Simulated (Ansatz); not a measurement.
# KTaSe3 (model cell, started as cubic perovskite with Ta in the octahedra): following an unstable mode, part 2 of 3

Wanted: the energy along a soft mode of KTaSe3 (model cell, started as cubic perovskite with Ta in the octahedra) and the structure at the end.

Ansatz 0.2.0; DFT LDA, scalar-relativistic, plane waves, PAW; PAW set soft_1.

So far, highest frequency on the path or at a solved wavevector (cm⁻¹): step 2 (response at finite wavevector) 303. Also lowest frequency on the path (cm⁻¹): step 2 -127.

The structure was built from a prototype and need not be the compound's stable phase.

## (4) The mode frozen in, largest atomic shift 0.04 Å

The atoms are moved along the unstable eigenvector, the largest shift by 0.04 Å, with the cell fixed.

File input.yaml:

```yaml
crystal:
  lattice:
    - [4.998906978, 4.998906978, 0.0]
    - [4.998906978, 0.0, 4.998906978]
    - [4.998906978, 0.0, -4.998906978]
  atoms:
    - { symbol: K, position: [0.0, 0.0, 0.0] }
    - { symbol: K, position: [0.0, 0.5, 0.5] }
    - { symbol: Ta, position: [0.5, 0.25, 0.75] }
    - { symbol: Ta, position: [0.5, 0.75, 0.25] }
    - { symbol: Se, position: [0.5, 0.5020004373, 0.4979995627] }
    - { symbol: Se, position: [0.5, -0.0020004373, 0.0020004373] }
    - { symbol: Se, position: [0.0080017492, 0.4959991254, -0.0040008746] }
    - { symbol: Se, position: [-0.0080017492, 0.0040008746, 0.5040008746] }
    - { symbol: Se, position: [0.5, 0.5020004373, 0.0020004373] }
    - { symbol: Se, position: [0.5, -0.0020004373, 0.4979995627] }
kpoints:
  mp_grid: { grid: [8, 8, 8] }
hamiltonian:
  xc: lda
  pseudopotentials: { kind: paw, azcp: { folder: soft_1 }, xc_functional: pbe }
scf:
  occupations: { method: methfessel_paxton, width: 0.2 }
output:
  forces: true
  stress: true
  eigenvalues: true
```

Launch:

```
ansatz run input.yaml --threads 4 --pin off --max-ram 16384MiB --backend cpu --events-out ev --progress --plain --runs-dir out
```

Numbers of over 12 decimals in the logs are rounded to 6 here.

The program printed:

```text
[...]
Crystal: 10 atoms, lattice volume = 249.836 Å³
Basis set: ecut = 420 eV, 4909 PW (Γ)
Bands: 84, of which v1, the nominal top of the filled ones, is band 70 counted from 1 (69 counted from 0)
Symmetry: 16 space group operations
[...]
k-points: 59 of 512
[...]
k-point 0: bands = [... 66 lower, 7.4394, 7.7856, 7.7864, 7.7864, 8.5000, 8.5187, 8.5187, 9.8235, ... 10 higher]
  k-point 1: bands = [... 66 lower, 7.5037, 7.9414, 7.9548, 8.0072, 8.3572, 8.3853, 8.4462, 10.1178, ... 10 higher]
  k-point 2: bands = [... 66 lower, 7.2644, 7.9471, 7.9722, 8.1865, 8.3705, 8.5076, 8.5337, 10.0350, ... 10 higher]
  k-point 58: bands = [... 66 lower, 6.3528, 7.4469, 7.4469, 7.5054, 8.4340, 9.8930, 10.2483, 10.2483, ... 10 higher]
[key lines of the parts left out:]
SCF converged after 11 iterations
Free energy (F): -54666.638775 eV
Fermi energy:    8.262164 eV
P = ⅓ Tr σ = -0.0095 GPa (-0.095 kbar)
```

Wall time 28 s (4 threads of Arm Neoverse V1, shared host); peak memory 1.3 GiB; 1.8 min of CPU time.

Numbers from this step:

| Item | Value |
| --- | --- |
| pressure | -0.009525 GPa |
| gap on the k-mesh | 0.07621 eV |
| energy from the undistorted cell | -0.341 meV/atom |

The energy, extrapolated to zero smearing, is -0.34 meV/atom against the undistorted cell.

The run ends at a pressure of -0.01 GPa, with forces up to 0.024 eV/Å.

## (5) Energy along the mode, all amplitudes (two of the runs are shown above)

An imaginary frequency means negative curvature, so the energy should fall and then rise again as anharmonic terms take over.

Numbers from this step:

```yaml
depth_at_the_lowest_point_sampled: 0.341 meV/atom
largest_atomic_shift_at_that_point: 0.04 Å
```

Energy from the parent against largest atomic shift:

```
largest atomic shift (Å)  energy from the parent (meV/atom)
                  0.0000                                  0
                  0.0400                             -0.341
                  0.0800                               1.40
                  0.1400                               16.1
```

Displacement at unit largest shift by atom:

```
atom  x (Å)  y (Å)  z (Å)  size
  K1   0.00   0.00   0.00  0.00
  K2   0.00   0.00   0.00  0.00
 Ta3   0.00   0.00   0.00  0.00
 Ta4   0.00   0.00   0.00  0.00
 Se5   0.00   0.00   0.50  0.50
 Se6   0.00   0.00  -0.50  0.50
 Se7   0.00   1.00   0.00  1.00
 Se8   0.00  -1.00   0.00  1.00
 Se9   0.50   0.00   0.00  0.50
Se10  -0.50   0.00   0.00  0.50
```

The lowest of the steps tried is at 0.04 Å, 0.341 meV/atom below the parent; the bottom of the well need not coincide with a step.

## (6) Relaxing from the distorted cell

Starting from the lowest point found, all atoms and the cell are let go, so that strain and other modes of the same symmetry can join in.

input.yaml: that of step 4 with these lines changed.

```diff
@@ -27 +27,10 @@
   eigenvalues: true
+  write_density: true
+  write_potential: true
+  elf: true
+  volumetric_format: npy
+relax:
+  adjacent_minimum: "off"
+  f_tol: 0.002
+  max_steps: 120
+  cell: { stress_tol: 0.03 }
```

The program printed:

```text
[...]
Crystal: 10 atoms, lattice volume = 249.836 Å³
Basis set: ecut = 420 eV, 4909 PW (Γ)
Bands: 84, of which v1, the nominal top of the filled ones, is band 70 counted from 1 (69 counted from 0)
Symmetry: 16 space group operations
[...]
k-points: 59 of 512
[...]
SCF iter   1: F=—  HF=-54669.355654 eV  |F-HF|=—  |Δ(HF+E_count)|=         —  Δρ=4.54e-2  dr2=8.76e0  ethr=3.10e-3  ⟨swp⟩=7.4  Hψ=17869  notcnv=0
[...]
SCF iter  11: F=-54666.638775 eV  HF=-54666.638775 eV  |F-HF|=5.01e-9  |Δ(HF+E_count)|=   6.59e-8  S|Δr|=    0.00e0  Δρ=2.00e-6  dr2=7.73e-9  ethr=4.79e-11  ⟨swp⟩=8.0  Hψ=32788  notcnv=0
SCF 1 converged in 11 iterations: F = -54666.638775 eV  dr2 = 7.73e-9
[...]
relax step   1: F+E_penalty+E_count = -54666.63877523 eV  Δ(F+E_penalty+E_count) = +0.000e0 eV  max|allowed force component| = 2.383e-2 eV/Å  Δτ_max = 0.0000 Å  P = -0.010 GPa  Ω = 249.836 Å³  (11 SCF iters, dr2 threshold 1.00e-7 eV, accepted)
Crystal: 10 atoms, lattice volume = 249.766 Å³
[...]
SCF iter   5: F=-54666.638916 eV  HF=-54666.638916 eV  |F-HF|=8.88e-9  |Δ(HF+E_count)|=   9.55e-9  S|Δr|=    0.00e0  Δρ=2.35e-6  dr2=1.41e-8  ethr=2.54e-11  ⟨swp⟩=9.3  Hψ=31308  notcnv=0
SCF 2 converged in 5 iterations: F = -54666.638916 eV  dr2 = 1.41e-8
[...]
relax step   2: F+E_penalty+E_count = -54666.63891573 eV  Δ(F+E_penalty+E_count) = -1.405e-4 eV  max|allowed force component| = 1.556e-2 eV/Å  Δτ_max = 0.0018 Å  P = +0.004 GPa  Ω = 249.766 Å³  energy of the carried Pulay correction = +6.882e-6 eV  (5 SCF iters, dr2 threshold 3.55e-8 eV, accepted)
Crystal: 10 atoms, lattice volume = 249.748 Å³
[...]
SCF iter   6: F=-54666.639030 eV  HF=-54666.639030 eV  |F-HF|=6.16e-9  |Δ(HF+E_count)|=   2.17e-8  S|Δr|=    0.00e0  Δρ=1.04e-6  dr2=6.77e-9  ethr=1.08e-11  ⟨swp⟩=6.5  Hψ=30668  notcnv=0
SCF 3 converged in 6 iterations: F = -54666.639030 eV  dr2 = 6.77e-9
relax step   3: F+E_penalty+E_count = -54666.63902955 eV  Δ(F+E_penalty+E_count) = -1.138e-4 eV  max|allowed force component| = 6.778e-3 eV/Å  Δτ_max = 0.0038 Å  P = -0.006 GPa  Ω = 249.748 Å³  energy of the carried Pulay correction = +8.695e-6 eV  (6 SCF iters, dr2 threshold 1.51e-8 eV, accepted)
[...]
relax step   4: F+E_penalty+E_count = -54666.63901054 eV  Δ(F+E_penalty+E_count) = +1.901e-5 eV  max|allowed force component| = 1.848e-2 eV/Å  Δτ_max = 0.0027 Å  P = +0.009 GPa  Ω = 249.676 Å³  energy of the carried Pulay correction = +1.575e-5 eV  (7 SCF iters, dr2 threshold 2.87e-9 eV, rejected (line search))
[...]
relax step   5: F+E_penalty+E_count = -54666.63904526 eV  Δ(F+E_penalty+E_count) = -1.571e-5 eV  max|allowed force component| = 1.710e-3 eV/Å  Δτ_max = 0.0013 Å  P = +0.000 GPa  Ω = 249.710 Å³  energy of the carried Pulay correction = +1.238e-5 eV  (7 SCF iters, accepted)
[...]
SCF iter   5: F=-54666.639036 eV  HF=-54666.639036 eV  |F-HF|=1.46e-11  |Δ(HF+E_count)|=  5.82e-11  S|Δr|=    0.00e0  Δρ=4.63e-8  dr2=3.41e-12  ethr=1.00e-12  ⟨swp⟩=6.4  Hψ=25437  notcnv=0
SCF 6 converged in 5 iterations: F = -54666.639036 eV  dr2 = 3.41e-12
relax step   6: F+E_penalty+E_count = -54666.63903650 eV  Δ(F+E_penalty+E_count) = +8.762e-6 eV  max|allowed force component| = 1.709e-3 eV/Å  Δτ_max = 0.0000 Å  P = +0.000 GPa  Ω = 249.710 Å³  stress off target by 2.68e-3 GPa  SCF on the basis re-selected at this cell (its energy is not comparable with the rows above)  (5 SCF iters)
basis re-selected at this cell: Δ(F+E_penalty+E_count) = +8.762e-6 eV, ΔP = -0.000 GPa vs the last step (what re-selecting the basis moved, of the pressure what is left beyond the Pulay correction that the steps carried, after the strain that the cell walked since its last selection, with what the two solves' SCF thresholds leave and, on support functions, any second-order correction that the steps lacked; it is no m [...]
SCF converged after 5 iterations
[...]
Free energy (F): -54666.639036 eV
[...]
Internal energy: -54666.644720 eV  (E = F + TS)
E sigma→0 (E₀):  -54666.640457 eV
Entropy (-TS):   0.005683 eV (0.568 meV/atom)
Fermi energy:    8.267506 eV
[...]
--- Forces (eV/Å), atoms counted from 1 ---
  atom   1  K     -0.00000000     0.00000000    -0.00000000
  atom   2  K      0.00000000    -0.00000000     0.00000000
  atom   3  Ta    -0.00000000    -0.00000000    -0.00000000
  atom   4  Ta     0.00000000     0.00000000     0.00000000
  atom   5  Se     0.00000000    -0.00000000     0.00019320
  atom   6  Se     0.00000000    -0.00000000    -0.00019320
  atom   7  Se     0.00000000    -0.00170860     0.00000000
  atom   8  Se     0.00000000     0.00170860    -0.00000000
  atom   9  Se     0.00019320    -0.00000000     0.00000000
  atom  10  Se    -0.00019320     0.00000000    -0.00000000
  max |Σ_I F_I| component: 6.51e-19 eV/Å
--- Stress (GPa, compression-positive) ---
        0.001888      -0.000000       0.000000
       -0.000000      -0.002682       0.000000
        0.000000       0.000000       0.001888
  P = ⅓ Tr σ = 0.0004 GPa (0.004 kbar)
--- Band table (eV; the first three rows and the last of 59) ---
  k-point 0: bands = [... 66 lower, 7.4433, 7.7919, 7.7929, 7.7929, 8.5069, 8.5183, 8.5183, 9.8316, ... 10 higher]
  k-point 1: bands = [... 66 lower, 7.5108, 7.9569, 7.9675, 8.0165, 8.3612, 8.3792, 8.4440, 10.1259, ... 10 higher]
  k-point 2: bands = [... 66 lower, 7.2705, 7.9633, 7.9818, 8.2002, 8.3699, 8.5095, 8.5284, 10.0415, ... 10 higher]
  k-point 58: bands = [... 66 lower, 6.3584, 7.4529, 7.4529, 7.5092, 8.4410, 9.9022, 10.2571, 10.2584, ... 10 higher]
--- Relaxed structure (5 steps of the walk, 4 accepted, 1 SCFs on fresh bases) ---
  F+E_penalty+E_count = -54666.63903650 eV   max|allowed force component| = 1.709e-3 eV/Å   (the final SCF, on the basis selected at the relaxed cell)
  cell:  # Å, volume = 249.7100 Å³
    - [4.997235, 4.999729, 0]
    - [4.997235, 0.0, 4.997235]
    - [4.997235, 0.0, -4.997235]
  atoms:
    - { symbol: K, position: [0, 0, 0] }
    - { symbol: K, position: [0, 0.5, 0.5] }
    - { symbol: Ta, position: [0.500000, 0.25, 0.75] }
    - { symbol: Ta, position: [0.500000, 0.75, 0.25] }
    - { symbol: Se, position: [0.500000, 0.501646, 0.498354] }
    - { symbol: Se, position: [0.500000, -0.00164553, 0.00164553] }
    - { symbol: Se, position: [0.00660561, 0.496697, -0.0033028] }
    - { symbol: Se, position: [-0.00660561, 0.0033028, 0.503303] }
    - { symbol: Se, position: [0.500000, 0.501646, 0.00164553] }
    - { symbol: Se, position: [0.500000, -0.00164553, 0.498354] }
```

Elapsed: 2.6 min, on 4 threads; peak memory 1.3 GiB; 10 min of CPU time.

Step by step:

```
step  energy less that of the first step (eV)  largest force component (eV/Å)  pressure (GPa)  volume (Å³)
   1                                   0.0000                          0.0238           -0.01       249.84
   2                                  -0.0001                          0.0156            0.00       249.77
   3                                  -0.0003                          0.0068           -0.01       249.75
   4                                  -0.0002                          0.0185            0.01       249.68
   5                                  -0.0003                          0.0017            0.00       249.71
  6*                                  -0.0003                          0.0017            0.00       249.71
```

Relaxation steps marked * repeat the geometry before them on a plane-wave basis chosen anew for their cell, so energy and pressure can jump there. Relaxation step 4 was tried and not accepted.

The run keeps the 16 symmetry operations that it works with, so distortions that break them were not tested.

```
conventional cell, symmetrised  before  after  change
                         a (Å)   7.070  7.067  -0.0 %
                         b (Å)   7.070  7.067  -0.0 %
                         c (Å)   9.998  9.999  +0.0 %
              volume (Å³/atom)   24.98  24.97  -0.1 %
```

This step gave:

```yaml
pressure: 3.65e-4 GPa
volume_per_atom: 24.97 Å³
gap_on_the_k_mesh: 0.07280 eV
```

Electrostatic potential energy in the ac plane of the conventional cell at fractional y = 0.000, with atoms of K and Ta and Se within 0.2 Å of it. With pseudopotentials it is smooth inside the atoms' cores, unlike the true potential.

Values in eV, 13 rows by 16 columns, each cell a mean:
```
-38 -25  -1   9  12  12  12  12  12  12  12  12  10   4 -15 -35
 -4   2   8  11  12  11   9   7   6   9  11  12  12  10   5  -2
  0  -6   4  11  11   8  -5 -25 -29 -14   5  10  11   8  -4  -2
  5  -7   3  11  11   7 -11 -33 -37 -21   3  10  11   8  -6   1
 -3   3   9  12  12  10   7   1   0   5   9  11  12  10   6  -1
-28 -15   2  10  12  12  12  11  11  12  12  12  11   6  -8 -25
-43 -35  -6   8  11  12  12  12  12  12  12  12  10   2 -24 -43
-19  -8   5  10  12  12  11  11  11  11  12  12  11   7  -2 -16
 -4   1   9  12  11  10   4  -5  -8   1   8  11  12  10   4  -3
 10  -6   2  11  11   6 -13 -37 -40 -24   2  10  11   7  -7   5
 -3  -5   6  11  11   9  -1 -16 -20  -7   6  11  12   9  -1  -5
 -8   0   7  11  12  11  10   9   9  10  11  12  12   9   3  -6
-42 -31  -4   8  11  12  12  12  12  12  12  12  10   3 -21 -40
```
Columns run along a (7.1 Å; values clipped at the 3rd and 97th percentile), rows up along c (10.0 Å), edges of the conventional cell, whose origin can differ from the input's. Atoms in or near the plane, at fractional coordinates: K at (0.50, 0.75), K at (0.50, 0.25), Ta at (0.00, 0.00), Ta at (0.00, 0.50), Se at (0.00, 0.75), Se at (0.00, 0.25).

Valence density in the ac plane of the conventional cell at fractional y = 0.000, with atoms of K and Ta and Se within 0.2 Å of it. It is the smooth field of the valence electrons, not physical close to the nuclei.

Ten steps, logarithmic in the rise over the least value, from '0' (0 e/Å³) to '9' (42 e/Å³), each cell a mean:
```
54210000000000000145
43100000000000000123
11000000000000000011
21100000011100000012
63100001244310000125
96210001355420000148
85210001345420000137
32100000233210000122
11000000000000000011
21000000000000000012
44200000000000000134
55310000000000000245
54210000000000000145
43100000000000000123
11000000000000000011
21100000011100000011
53100001244310000124
96210001355420000138
85210001345420000137
32100000233210000123
11100000000000000011
21100000000000000012
44200000000000000134
55310000000000000245
```
Columns run along a (7.1 Å), rows up along c (10.0 Å), edges of the conventional cell, whose origin can differ from the input's. Atoms in or near the plane, at fractional coordinates: K at (0.50, 0.75), K at (0.50, 0.25), Ta at (0.00, 0.00), Ta at (0.00, 0.50), Se at (0.00, 0.75), Se at (0.00, 0.25).

ELF in the ac plane of the conventional cell at fractional y = 0.000, with atoms of K and Ta and Se within 0.2 Å of it. It is the smooth field of the valence electrons, not physical close to the nuclei.

Ten even steps from '0' (0.01) to '9' (0.86), each cell a mean:
```
57512210000001121376
75211110000000111146
33321000011000012233
88752001578620013678
68974005999982026886
15885017987994027973
36884017998993027885
88862003899961014788
66531000245310002456
42111100000000011123
87312110000001121257
27622210000001121375
57512210000001121377
75211110000000111146
33211000011000011233
87641001578620013578
78873005999982015887
25885017987994027973
36885017998993027984
88873003899961015888
66531000245310012566
43211100000000011123
87312110000001121257
27622210000001121375
```
Columns run along a (7.1 Å), rows up along c (10.0 Å), edges of the conventional cell, whose origin can differ from the input's. Atoms in or near the plane, at fractional coordinates: K at (0.50, 0.75), K at (0.50, 0.25), Ta at (0.00, 0.00), Ta at (0.00, 0.50), Se at (0.00, 0.75), Se at (0.00, 0.25).

The distorted start has space group I4/mmm; the relaxation ends in I4/mmm.

## (7) The new phase in its own primitive cell

The relaxed structure is symmetrised, reduced to its primitive cell and relaxed tightly, as its phonons need.

File input.yaml:

```yaml
crystal:
  lattice:
    - [-3.5335787451, 3.5335787451, 4.9997291948]
    - [3.5335787451, -3.5335787451, 4.9997291948]
    - [3.5335787451, 3.5335787451, -4.9997291948]
  atoms:
    - { symbol: K, position: [0.75, 0.25, 0.5] }
    - { symbol: K, position: [0.25, 0.75, 0.5] }
    - { symbol: Ta, position: [0.0, 0.0, 0.0] }
    - { symbol: Ta, position: [0.5, 0.5, 0.0] }
    - { symbol: Se, position: [0.2516455281, 0.7483544719, 0.0] }
    - { symbol: Se, position: [0.7483544719, 0.2516455281, 0.0] }
    - { symbol: Se, position: [0.7533028042, 0.7533028042, 0.0] }
    - { symbol: Se, position: [0.2466971958, 0.2466971958, 0.0] }
    - { symbol: Se, position: [0.7483544719, 0.7483544719, 0.4967089439] }
    - { symbol: Se, position: [0.2516455281, 0.2516455281, 0.5032910561] }
kpoints:
  mp_grid: { grid: [6, 6, 6] }
hamiltonian:
  xc: lda
  pseudopotentials: { kind: paw, azcp: { folder: soft_1 }, xc_functional: pbe }
scf:
  occupations: { method: methfessel_paxton, width: 0.2 }
output:
  forces: true
  stress: true
  eigenvalues: true
relax:
  adjacent_minimum: "off"
  f_tol: 0.001
  max_steps: 60
  cell: { stress_tol: 0.01 }
```

The program printed:

```text
[...]
Crystal: 10 atoms, lattice volume = 249.710 Å³
Basis set: ecut = 420 eV, 4909 PW (Γ)
Bands: 84, of which v1, the nominal top of the filled ones, is band 70 counted from 1 (69 counted from 0)
Symmetry: 16 space group operations
[...]
k-points: 30 of 216
[...]
- { symbol: K, position: [0.25, 0.75, 0.5] }
    - { symbol: Ta, position: [0, 0, 0] }
    - { symbol: Ta, position: [0.5, 0.5, 0] }
    - { symbol: Se, position: [0.252032, 0.747968, 0.0] }
    - { symbol: Se, position: [0.747968, 0.252032, 0.0] }
    - { symbol: Se, position: [0.754070, 0.754070, 0] }
    - { symbol: Se, position: [0.245930, 0.245930, 0] }
    - { symbol: Se, position: [0.747968, 0.747968, 0.495936] }
    - { symbol: Se, position: [0.252032, 0.252032, 0.504064] }
[key lines of the parts left out:]
SCF converged after 6 iterations
Free energy (F): -54666.637251 eV
Fermi energy:    8.224440 eV
P = ⅓ Tr σ = -0.0000 GPa (-0.000 kbar)
```

Run time: 92 s. Hardware: 4 threads; peak memory 1 GiB; 6.1 min of CPU time.

The steps of the relaxation:

```
step  energy less that of the first step (eV)  largest force component (eV/Å)  pressure (GPa)  volume (Å³)
   1                                   0.0000                          0.0233           -0.02       249.71
   2                                  -0.0001                          0.0194            0.01       249.64
   3                                  -0.0002                          0.0277            0.00       249.80
   4                                  -0.0002                          0.0289           -0.01       249.81
   5                                  -0.0003                          0.0091            0.00       249.78
   6                                  -0.0003                          0.0014            0.00       249.75
   7                                  -0.0003                          0.0001            0.00       249.75
  8*                                  -0.0003                          0.0001            0.00       249.75
```

Relaxation steps marked * repeat the geometry before them on a plane-wave basis chosen anew for their cell, so energy and pressure can jump there. Relaxation step 4 was tried and not accepted.

Forces are held to the 16 operations that the run works with; a distortion that breaks them can't arise in this run.

```
conventional cell, symmetrised  before   after  change
                         a (Å)   7.067   7.067  -0.0 %
                         b (Å)   7.067   7.067  -0.0 %
                         c (Å)   9.999  10.002  +0.0 %
              volume (Å³/atom)   24.97   24.98  +0.0 %
```

This step gave:

```yaml
pressure: -1.25e-6 GPa
volume_per_atom: 24.98 Å³
gap_on_the_k_mesh: 0.08186 eV
direct_gap_on_mesh: 0.08186 eV
```

The largest force component left is 0.098 meV/Å and the pressure is 0.000 GPa, within the tolerances set. The cell now holds 24.98 Å³/atom.

(Continued in part 3 of 3.)

[Logs are printed without paths, hosts, clocks, repeated set-up lines and the standing remarks that a program may print on its own settings, such as how far it seeks lower states.]

[Hosts, paths, dates, database ids (printed as entryN), source tags and the programs' standing remarks are cut or masked in the printed files.]
